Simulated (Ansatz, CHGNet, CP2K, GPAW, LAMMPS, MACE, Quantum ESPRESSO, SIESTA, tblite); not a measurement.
## Running amorphous Ge (61 atoms) with tblite

Aim: run amorphous Ge (61 atoms) in tblite and see how near its forces come to a plane-wave reference, and at what cost.

Method: the method is named at each step, in tblite 0.8.0.

## Step 1: Set-up

The cell holds 61 atoms: 61 Ge. Cell: a = 11.188 Å, b = 11.188 Å, c = 11.188 Å, α = 90.0°, β = 90.0°, γ = 90.0°. 61 atoms (61 Ge) placed at random at 5.25 g/cm³, melted at 3500 K for 10 ps at fixed volume with the Tersoff potential (Tersoff, Phys. Rev. B 39, 5566 (1989)). Quenched from 3500 K to 500 K at 3 K/ps and fixed volume, held 5 ps.

The yardstick, on the same geometry:

| Property | Result |
| --- | --- |
| method | Kohn-Sham DFT, PBE, SSSP efficiency 1.3.0 pseudopotentials, plane waves (Quantum ESPRESSO 7.5); sssp-pbe-1.3.0-efficiency, cutoffs 45/360 Ry, Γ point |
| r.m.s. force component | 0.6362 eV/Å |
| longest force | 2.14 eV/Å |
| pressure | 3.808 GPa |
| time | 2.9 min on 4 MPI ranks of Arm Neoverse V2, shared host |
| CPU time | 11 min |

## Step 2: GFN1-xTB

Method: GFN1-xTB tight binding, diagonalisation.

Contents of run.py:

```python
import numpy as np
from ase.io import read
from tblite.ase import TBLite

atoms = read("structure.xyz")
atoms.calc = TBLite(method="GFN1-xTB", electronic_temperature=580, accuracy=1.0, max_iterations=250, mixer_damping=0.1, verbosity=1)
energy = atoms.get_potential_energy()
forces = atoms.get_forces()
print(f"energy {energy:.6f} eV")
print("forces (eV/A)")
for i, (a, f) in enumerate(zip(atoms, forces)):
    print(f"{i:4d} {a.symbol:2s} {f[0]:10.5f} {f[1]:10.5f} {f[2]:10.5f}")
stress = -atoms.get_stress(voigt=False) * 160.21766
print("stress (GPa, compression positive)")
for row in stress:
    print(" ".join(f"{x:10.4f}" for x in row))
print("charges (e)")
print(np.array2string(atoms.get_charges(), precision=4, suppress_small=True, max_line_width=110, threshold=100000))
```

Contents of structure.xyz:

```xyz
61
Lattice="11.18750 0.00000 0.00000 0.00000 11.18750 0.00000 0.00000 0.00000 11.18750" Properties=species:S:1:pos:R:3 pbc="T T T"
Ge 5.87422 6.35718 2.45185
Ge 0.62706 6.30483 1.50707
Ge 8.07145 0.91346 5.15363
Ge 2.56988 5.10049 0.09431
Ge 5.06078 8.14114 6.03857
Ge 4.03544 5.42985 3.66614
Ge 4.78176 5.69578 6.02234
Ge 11.02987 11.16949 7.45669
Ge 8.19865 4.70009 8.40047
Ge 3.67778 2.98952 0.90663
Ge 10.48716 3.54946 8.98211
Ge 5.83160 2.48508 11.05896
Ge 0.69955 7.26136 10.15445
Ge 2.13838 6.89765 3.36072
Ge 0.08200 2.33215 6.91790
Ge 2.71286 10.52979 4.31457
Ge 2.85382 5.11906 7.13852
Ge 3.30937 3.09849 3.35200
Ge 7.54664 1.90959 1.54801
Ge 8.42419 7.19222 7.86403
Ge 5.80508 9.74386 2.57749
Ge 4.70938 8.10344 9.95352
Ge 1.09000 5.11437 9.07317
Ge 8.68363 4.77292 4.82237
Ge 2.01912 10.36712 0.65391
Ge 3.43199 1.13363 8.78801
Ge 5.65014 0.34726 9.64631
Ge 6.76105 4.31110 6.38448
Ge 2.24186 1.50673 11.01566
Ge 6.76094 8.09181 4.04809
Ge 10.01483 8.17448 1.96564
Ge 9.91716 2.66688 5.02811
Ge 8.44533 4.14116 2.19868
Ge 1.27168 6.95258 5.81549
Ge 2.69630 8.98356 6.02648
Ge 2.01297 10.38278 7.98038
Ge 0.65950 2.69697 3.37102
Ge 9.95408 10.55921 5.16124
Ge 6.56236 8.70343 7.99559
Ge 4.06330 1.48458 4.80168
Ge 4.09709 7.10708 0.93460
Ge 8.33860 7.92433 0.18952
Ge 11.01387 10.33468 1.59332
Ge 6.04684 1.95580 6.29398
Ge 6.43695 0.82206 3.45425
Ge 10.97259 2.27498 10.96118
Ge 0.52100 0.14342 3.64858
Ge 6.43225 9.62528 11.12194
Ge 9.74084 8.29397 9.51005
Ge 7.34146 0.10371 7.76860
Ge 9.38452 10.70521 9.14052
Ge 3.37001 9.07452 2.46807
Ge 10.81507 3.92357 1.59646
Ge 9.37479 0.52604 0.21782
Ge 7.38565 5.77219 0.80427
Ge 9.79712 6.62680 5.93956
[... 1 atom lines left out ...]
Ge 4.27217 5.66390 9.38072
Ge 9.22174 8.39521 4.20079
Ge 2.41001 8.96432 9.89288
Ge 6.39366 4.57132 10.02937
```

Started as:

```bash
OMP_NUM_THREADS=1 python run.py > output.txt
```

What it wrote:

```text
------------------------------------------------------------
  cycle        total energy    energy error   density error
------------------------------------------------------------
      1     -97.14632604703  -9.7103262E+01   3.8109598E-01
      2     -102.0845047973  -4.9381788E+00   2.3924815E-01
      3     -102.8371864660  -7.5268167E-01   1.9669570E-01
      4     -102.5643399893   2.7284648E-01   1.6518394E-01
      5     -102.4607009399   1.0363905E-01   5.6025852E-02
      6     -102.8663421943  -4.0564125E-01   1.4377142E-02
      7     -102.8737509897  -7.4087954E-03   8.2228451E-03
      8     -102.8734389013   3.1208842E-04   6.8284470E-03
      9     -102.8737966546  -3.5775325E-04   3.7588879E-03
     10     -102.8743384666  -5.4181206E-04   9.0697412E-04
     11     -102.8743508150  -1.2348368E-05   6.2956878E-04
     12     -102.8743498182   9.9675218E-07   5.1804773E-04
     13     -102.8743520933  -2.2750583E-06   2.3235810E-04
     14     -102.8743540896  -1.9962916E-06   6.9817256E-05
     15     -102.8743541562  -6.6652547E-08   5.2643688E-05
     16     -102.8743541440   1.2232078E-08   3.9421577E-05
     17     -102.8743541315   1.2525078E-08   1.8784226E-05
------------------------------------------------------------
 total:                                   4.573 sec
energy -2799.353762 eV
forces (eV/A)
   0 Ge   -0.48227    0.52117    0.60469
   1 Ge   -0.60461   -0.14766   -0.52652
   2 Ge    0.40785    0.05768    0.80170
   3 Ge    0.86683   -0.17577   -0.83358
   4 Ge    0.53921   -0.23069    0.26364
   5 Ge   -0.01240   -0.86373    0.67837
   6 Ge    1.09427    0.69652   -0.97472
   7 Ge   -0.43449    0.01066   -0.65883
   8 Ge    0.00043    0.15048    0.10401
   9 Ge    0.43114    0.93624    0.62559
  10 Ge   -0.45877   -0.15864   -1.00043
  11 Ge    0.11120   -0.62586   -0.08711
  12 Ge   -0.26111   -0.04495    0.16360
  13 Ge   -0.27385    0.53347    0.42095
  14 Ge    0.70070    0.01993    1.33304
  15 Ge    0.12306    1.00893   -0.63868
  16 Ge   -1.46691   -0.83138    0.99225
  17 Ge   -0.84332    1.23566   -1.21117
  18 Ge   -0.01034   -0.02790   -0.08156
  19 Ge    0.10203   -0.88805   -0.22275
  20 Ge    0.04016    0.52847   -0.90084
  21 Ge   -0.01789   -0.12106   -0.14187
  22 Ge    0.84991    0.19302    0.32605
  23 Ge   -0.47310   -0.42497   -0.43574
[...]
53 Ge   -0.12100    0.01298    0.25737
  54 Ge    0.50052   -0.52058   -1.10544
  55 Ge    0.47760    0.41808   -0.35534
  56 Ge   -0.28734    0.27409    0.24064
  57 Ge   -0.09416    0.29701    0.39124
  58 Ge   -0.21570    0.05643    0.52052
  59 Ge   -0.17698    0.00280   -0.09731
  60 Ge    0.19899    0.36647    0.41690
stress (GPa, compression positive)
    5.0757     0.1109    -0.3989
    0.1109     5.0322    -0.0155
   -0.3989    -0.0155     6.5029
charges (e)
[-0.0397  0.0745 -0.0074 -0.0043 -0.027  -0.0252 -0.0118 -0.026   0.0228 -0.0281  0.0225 -0.0482  0.0431
  0.0291 -0.0944  0.0103  0.0241  0.0148  0.0469 -0.0497 -0.0329 -0.0353  0.0549  0.0095 -0.038  -0.0532
  0.0515 -0.0144 -0.0017 -0.0139 -0.0545 -0.018   0.0029  0.056  -0.0237 -0.0568 -0.0737  0.0671  0.0817
  0.0384  0.0931 -0.0102 -0.0471  0.1186 -0.0017  0.0288 -0.0219  0.0729 -0.0783  0.0556  0.0408  0.0082
 -0.0599  0.0005 -0.021   0.016   0.0457  0.0075 -0.0051 -0.0501 -0.065 ]
```

Wall time 5.1 s (1 thread of Arm Neoverse V2, shared host); peak memory 0.13 GiB.

Banners, paths, timers and routine set-up lines are dropped from the logs unmarked, and long logs keep their key lines alone; longer cuts are marked.

Against the reference:

```yaml
r_m_s_force_component: 0.5355 eV/Å
r_m_s_difference_of_force_components: 172.6 meV/Å
longest_difference_of_force_vectors: 547.6 meV/Å
force_difference_over_r_m_s_force: 27.13 %
slope_of_forces_against_the_reference_s: 0.8174
correlation_of_force_components: 0.9712
pressure: 5.537 GPa
pressure_difference: 1.729 GPa
```

Local excerpt of 9 atoms (numbers count through the whole input) about Ge17, which bears the longest force; x, y, z are measured from there.

```
atom      x      y      z  distance (Å)  bonds  Mulliken charge (e)     Fx     Fy  Fz (eV/Å)
Ge17   0.00   0.00   0.00          0.00      5                 0.02  -1.47  -0.83       0.99
 Ge7   1.93   0.58  -1.12          2.30      4                -0.01   1.09   0.70      -0.97
Ge57  -0.19  -2.53  -0.38          2.56      4                 0.05  -0.29   0.27       0.24
Ge23  -1.76   0.00   1.93          2.62      4                 0.05   0.85   0.19       0.33
Ge58   1.42   0.54   2.24          2.71      4                 0.01  -0.09   0.30       0.39
Ge34  -1.58   1.83  -1.32          2.76      4                 0.06  -0.13  -0.10      -0.54
 Ge6   1.18   0.31  -3.47          3.68      4                -0.03  -0.01  -0.86       0.68
 Ge5   2.21   3.02  -1.10          3.90      4                -0.03   0.54  -0.23       0.26
Ge15  -2.77  -2.79  -0.22          3.94      4                -0.09   0.70   0.02       1.33
```

Atoms are counted from 1 here, from 0 in the log.

Forces lie 27 % from the reference's, at 0.0074 times its CPU time (on 1 against 4 cores).

## Step 3: Outcome

* force difference from the reference: tblite GFN1-xTB, 27 %
* its CPU time: 5.1 s

In words: Tight binding differs by 27 % (tblite GFN1-xTB); it is another model, with fitted parameters of its own, and the xTB methods hold dispersion. One electronic-structure run takes under half the reference's CPU time: tblite GFN1-xTB, at 27 % in 5.1 s against 11 min; its pressure misses by +1.7 GPa. Periodic xTB results under one method name differ between programs and library versions. The reference's pressure holds the uncorrected Pulay stress of its 45 Ry basis, so small pressure differences, and their order, may be the reference's own error. The quench rate of 3 K/ps is many orders above laboratory rates, so the cell is likely richer in defects and strain than a real sample. The network of bonds at the start is that of the classical potential that made the cell, and needn't be the one that DFT or experiment would give. The electronic-structure runs sample only Γ, in a cell whose shortest periodic width is 11 Å, which is coarse for a cell with partly filled levels.

[Also dropped from logs without a mark: logging warnings of Python, and SIESTA's first energy breakdown and zero terms.]

[Logs are printed without paths, hosts, clocks, repeated set-up lines and the standing remarks that a program may print on its own settings, such as how far it seeks lower states.]

[Hosts, paths, dates, database ids (printed as entryN), source tags and the programs' standing remarks are cut or masked in the printed files.]
